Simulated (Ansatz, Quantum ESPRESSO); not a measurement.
# Equation of state of fluorite NiSi2

How stiff is fluorite NiSi2 under hydrostatic load? Each row relaxes cell and atoms at a set pressure. The symmetry of the cell is held, so distortions that would lower it, which this phase may prefer, aren't tested. The phase is followed to these pressures whether or not it stays the stable one.

Calculated with Quantum ESPRESSO 7.5, PBEsol, GBRV 1.5 ultrasoft potentials, cutoff 680 eV, Fermi–Dirac smearing 0.05 eV, k-mesh 14×14×14, no spin polarisation, no spin-orbit coupling.

Reference cell, relaxed at zero pressure with PBEsol (Fm-3m): a = 3.8133 Å, b = 3.8133 Å, c = 3.8133 Å, α = 60.00°, β = 60.00°, γ = 60.00°.

```csv
atom,x,y,z
Ni,0.0000,0.0000,0.0000
Si,0.2500,0.2500,0.2500
Si,0.7500,0.7500,0.7500
```

| V (Å³/atom) | V/V0 | P (GPa) | E − E0 (meV/atom) |
| --- | --- | --- | --- |
| 13.4272 | 1.0273 | −4.020 | 4.5 |
| 12.3570 | 0.9454 | 10.034 | 21.6 |
| 12.0683 | 0.9234 | 15.046 | 44.2 |
| 11.8155 | 0.9040 | 20.048 | 71.9 |
| 11.3838 | 0.8710 | 30.055 | 139.1 |

V0 = 13.0701 Å³ an atom, where the residual pressure P0 is +0.037 GPa. **Question.** Fit the Birch–Murnaghan law and give the pressure and the energy at V = 12.6893 Å³ an atom, a row left out above.

With the Eulerian strain f = ½[(V0/V)^(2/3) − 1] and F = (P − P0)/[3f(1 + 2f)^(5/2)], the third-order law is the line F = B0 + (3/2) B0 (B′ − 4) f.

```csv
f,F (GPa)
0.04823,164.79
0.03480,162.02
0.02730,160.45
0.01906,159.26
−0.00890,158.84
```

A straight line through the 5 rows: the means are 0.0241 for f and 161.07 for F, Σ(Δx)² = 0.001821 and ΣΔxΔy = 0.1807, so the slope is 0.1807/0.001821 = 99.186 and the intercept 161.07 − (99.186)(0.0241) = 158.68.

Hence B0 = 158.7 GPa and B′ = 4 + (99.2)/(1.5 × 158.7) = 4.42. For the withheld volume f = 0.00995, F = 159.67 GPa and P = 5.05 GPa. The run itself gives 5.02 GPa, so the estimate misses by 0.03 GPa; the fitted rows themselves lie up to 0.24 GPa off the law.

Integrating the same law gives E − E0 = (9/2) B0 V0 f²[1 + (B′ − 4) f] + P0(V0 − V), with 1 GPa Å³ = 6.2415 meV: 5.9 meV an atom. The run itself gives 6.0 meV, so the estimate misses by 0.1 meV; the fitted rows themselves lie up to 0.4 meV off the law.

The same fit over all rows at other levels or in other programs gives B0 = 159 GPa with PBEsol (Ansatz).

[Logs are printed without paths, hosts, clocks, repeated set-up lines and the standing remarks that a program may print on its own settings, such as how far it seeks lower states.]
